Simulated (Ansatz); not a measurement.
# G0W0 on several functionals: WS2 (Tungstenite)

How much of the starting functional survives in the G0W0 gap of WS2 (Tungstenite)?

Method: G0W0 on several functionals, plane waves, PAW, in Ansatz 0.2.0.

This is a report of a sequence of runs, with most program output left out.

In doubt: masses and optical values from hybrid runs of this build are listed as unsure (step 4), which bears on the screening that GW takes from such a start.

## (1) The starting structure

Symmetry: P6_3/mmc, No. 194, hexagonal system. Conventional cell: a = 3.153 Å, b = 3.153 Å, c = 12.323 Å, α = 90.00°, β = 90.00°, γ = 120.00°. Nearest to W lie 6 S at 2.40 Å. S has 3 W at 2.40 Å nearest. Farther neighbours and most contacts between anions are not listed.

Structure file:

```cif
data_structure
_symmetry_space_group_name_H-M 'P6_3/mmc'
_symmetry_Int_Tables_number 194
_cell_length_a 3.1532
_cell_length_b 3.1532
_cell_length_c 12.3230
_cell_angle_alpha 90.000
_cell_angle_beta 90.000
_cell_angle_gamma 120.000
_cell_volume 106.11
loop_
_atom_site_label
_atom_site_type_symbol
_atom_site_symmetry_multiplicity
_atom_site_Wyckoff_symbol
_atom_site_fract_x
_atom_site_fract_y
_atom_site_fract_z
_atom_site_occupancy
W1 W 2 c 0.33333 0.66667 0.25000 1
S1 S 4 f 0.33333 0.66667 0.62250 1
```

The cell and positions come from the Crystallography Open Database and are kept as given unless a step says otherwise. Spin-orbit coupling is left out unless a step names it. The default PAW set here is soft_2. Its files were made with PBE.

## (2) G0W0 on PBE

G0W0 replaces the xc potential by the self-energy, built once from these orbitals. Only a window of levels is corrected, while the sums run over the empty bands that the input names.

This step: G0W0 on PBE, plane waves, PAW.

Input file input.yaml:

```yaml
crystal:
  lattice:
    - [3.1532, 0.0, 0.0]
    - [-1.5766, 2.7307513032, 0.0]
    - [0.0, 0.0, 12.323]
  atoms:
    - { symbol: W, position: [0.3333333333, 0.6666666667, 0.25] }
    - { symbol: W, position: [0.6666666667, 0.3333333333, 0.75] }
    - { symbol: S, position: [0.3333333333, 0.6666666667, 0.6225] }
    - { symbol: S, position: [0.6666666667, 0.3333333333, 0.1225] }
    - { symbol: S, position: [0.3333333333, 0.6666666667, 0.8775] }
    - { symbol: S, position: [0.6666666667, 0.3333333333, 0.3775] }
kpoints:
  mp_grid: { grid: [6, 6, 2] }
hamiltonian:
  xc: pbe
scf:
  occupations: { method: fixed }
gw:
  n_empty_bands: 316
  ecut_chi: 120
  qp_bands: [v2, c2]
  qp_kpoints: band_edges
  screening: { model: contour_deformation }
```

On the command line:

```console
$ ansatz run input.yaml --threads 2 --pin off --max-ram 92160MiB --backend cuda --events-out ev --progress --plain --runs-dir out --devices 1 --max-vram 13GiB  # rebuilt from the run's record
```

It took 15 s on 1 × NVIDIA H100 80GB HBM3 (shared by 6 runs) with 2 threads of AMD EPYC 7R13 (Zen 3), shared host; peak memory 1.5 GiB; 21 s of CPU time.

Numbers from this step:

| Quantity | Value |
| --- | --- |
| bands summed | 342 |
| RPA ε∞ on this mesh (eigenvalues) | 5.922, 13.98, 13.98 |
| plane waves in the screening matrix | 317 |
| q-points in the mesh | 72 |
| G0W0 gap on the mesh | 1.349 eV |
| k of the valence top | 0, 0, 0 |
| k of the conduction bottom | 0.1667, 0.1667, 0 |
| starting gap on the mesh | 0.9775 eV |
| Z at the valence top | 0.7572 |
| Z at the conduction bottom | 0.7683 |
| least direct G0W0 gap on the computed points | 2.318 eV |

The gap on the mesh goes from 0.98 eV to 1.35 eV, a correction of +0.37 eV. Between the two edge states, bare exchange in place of the xc potential would open the gap by 4.62 eV, and correlation takes back 4.25 eV.

## (3) G0W0 on r2SCAN

One-shot GW remembers its start. Another functional's orbitals and levels show by how much.

This step: G0W0 on r2SCAN, plane waves, PAW.

input.yaml: that of step 2 with these lines changed.

```diff
@@ -15,3 +15,3 @@
 hamiltonian:
-  xc: pbe
+  xc: r2scan
 scf:
```

Elapsed: 24 s, on 1 × NVIDIA H100 80GB HBM3 (shared by 6 runs) with 2 threads; peak memory 1.7 GiB; 32 s of CPU time.

This step gave:

```
bands summed                                 : 342
RPA ε∞ on this mesh (eigenvalues)            : 5.512, 12.92, 12.92
plane waves in the screening matrix          : 317
q-points in the mesh                         : 72
G0W0 gap on the mesh                         : 1.419 eV
k of the valence top                         : 0, 0, 0
k of the conduction bottom                   : 0.1667, 0.1667, 0
starting gap on the mesh                     : 1.086 eV
Z at the valence top                         : 0.7646
Z at the conduction bottom                   : 0.7751
least direct G0W0 gap on the computed points : 2.395 eV
```

Against the run with 6×6×2 mesh, 316 empty bands, screening to 120 eV on PBE, the gap moves by +0.07 eV, while the start moved by +0.11 eV.

## (4) G0W0 on HSE06

This step: G0W0 on HSE06, plane waves, PAW.

input.yaml: that of step 3 with these lines changed.

```diff
@@ -15,3 +15,3 @@
 hamiltonian:
-  xc: r2scan
+  xc: hse06
 scf:
```

The job ended after 38 s (1 × NVIDIA H100 80GB HBM3 (shared by 6 runs) with 2 threads; peak memory 1.8 GiB; 51 s of CPU time).

This step gave:

```yaml
bands_summed: 342
rpa_eps_infinity_on_this_mesh_eigenvalues: 4.980, 11.17, 11.17
plane_waves_in_the_screening_matrix: 317
g0w0_gap_on_the_mesh: 1.551 eV
k_of_the_valence_top: 0, 0, 0
k_of_the_conduction_bottom: 0.1667, 0.1667, 0
starting_gap_on_the_mesh: 1.501 eV
least_direct_g0w0_gap_on_the_computed_points: 2.490 eV
```

Against the run with 6×6×2 mesh, 316 empty bands, screening to 120 eV on r2SCAN, the gap moves by +0.13 eV, while the start moved by +0.41 eV.

## (5) The starts together

All on the 6×6×2 mesh with 316 empty bands and screening to 120 eV. Times are wall times on 1 × NVIDIA H100 80GB HBM3 (shared by 6 runs) with 2 threads of AMD EPYC 7R13 (Zen 3), shared host, good to a factor of about two.

| start | starting gap (eV) | shift (eV) | G0W0 gap (eV) | RPA ε∞ (harmonic mean) | Z (valence, conduction) | time |
| --- | --- | --- | --- | --- | --- | --- |
| PBE | 0.98 | +0.37 | 1.35 | 9.62 | 0.76, 0.77 | 15 s |
| r2SCAN | 1.09 | +0.33 | 1.42 | 8.92 | 0.76, 0.78 | 24 s |
| HSE06 | 1.50 | +0.05 | 1.55 | 7.90 | 0.78, 0.79 | 38 s |

How the two edges are built up, in eV (the quasiparticle level is the starting level plus Σx plus Σc less Vxc):

| run | edge | start | Σx | Σc | Vxc | Z | QP |
| --- | --- | --- | --- | --- | --- | --- | --- |
| PBE | valence top | 11.77 | -19.50 | 0.53 | -18.81 | 0.76 | 11.62 |
| PBE | conduction bottom | 12.75 | -12.99 | -3.72 | -16.92 | 0.77 | 12.96 |
| r2SCAN | valence top | 11.65 | -19.65 | 0.54 | -19.06 | 0.76 | 11.61 |
| r2SCAN | conduction bottom | 12.74 | -13.13 | -3.71 | -17.13 | 0.78 | 13.03 |
| HSE06 | valence top | 11.45 | -19.52 | 0.56 | -18.99 | 0.78 | 11.48 |
| HSE06 | conduction bottom | 12.95 | -12.79 | -3.66 | -16.54 | 0.79 | 13.03 |

For a hybrid start, Vxc holds its share of exact exchange.

## (6) Outcome

| Quantity | Value |
| --- | --- |
| G0W0@PBE | 1.35 eV (start 0.98 eV) |
| G0W0@r2SCAN | 1.42 eV (start 1.09 eV) |
| G0W0@HSE06 | 1.55 eV (start 1.50 eV) |
| known limits | not at the basis limit; no spin-orbit coupling; coarse k mesh |

What this shows: The starting gaps span 0.52 eV and the G0W0 gaps 0.20 eV. Between PBE and HSE06, 0.20 eV of the 0.52 eV survives, 39 %. HSE06 screens less than PBE (ε∞ 7.90 against 9.62). Of the 0.20 eV by which its G0W0 gap is higher, the correlation part gives +0.03 eV, and exchange with the one-particle terms, which follow the orbitals, +0.17 eV. The smallest correction, +0.05 eV, is on HSE06, the start nearest to reproducing itself. Bands and cutoff are finite, so the gap is not at the basis limit. The miss can reach some tenths of an eV and take either sign; the mesh is an error of its own. The 6×6×2 mesh is coarse for this cell (its supercell is 19 Å along the shortest edge). The RPA ε∞ on it, from the PBE start, is 5.92 and 13.98; such meshes misread the long-range screening, most where the gap is narrow. The many-body steps are scalar-relativistic: spin-orbit coupling is not in them.

[Paths, hosts, dates, memory and timing lines, banners, echoed tables and standing remarks are left out of the program output.]

[Logs are printed without paths, hosts, clocks, repeated set-up lines and the standing remarks that a program may print on its own settings, such as how far it seeks lower states.]

[Runs of the session that timed out or met a known fault of the program may be left out.]

[Cells called generated may have been cut or substituted from an entry of the Crystallography Open Database or the Materials Project.]

[Hosts, paths, dates, database ids (printed as entryN), source tags and the programs' standing remarks are cut or masked in the printed files.]
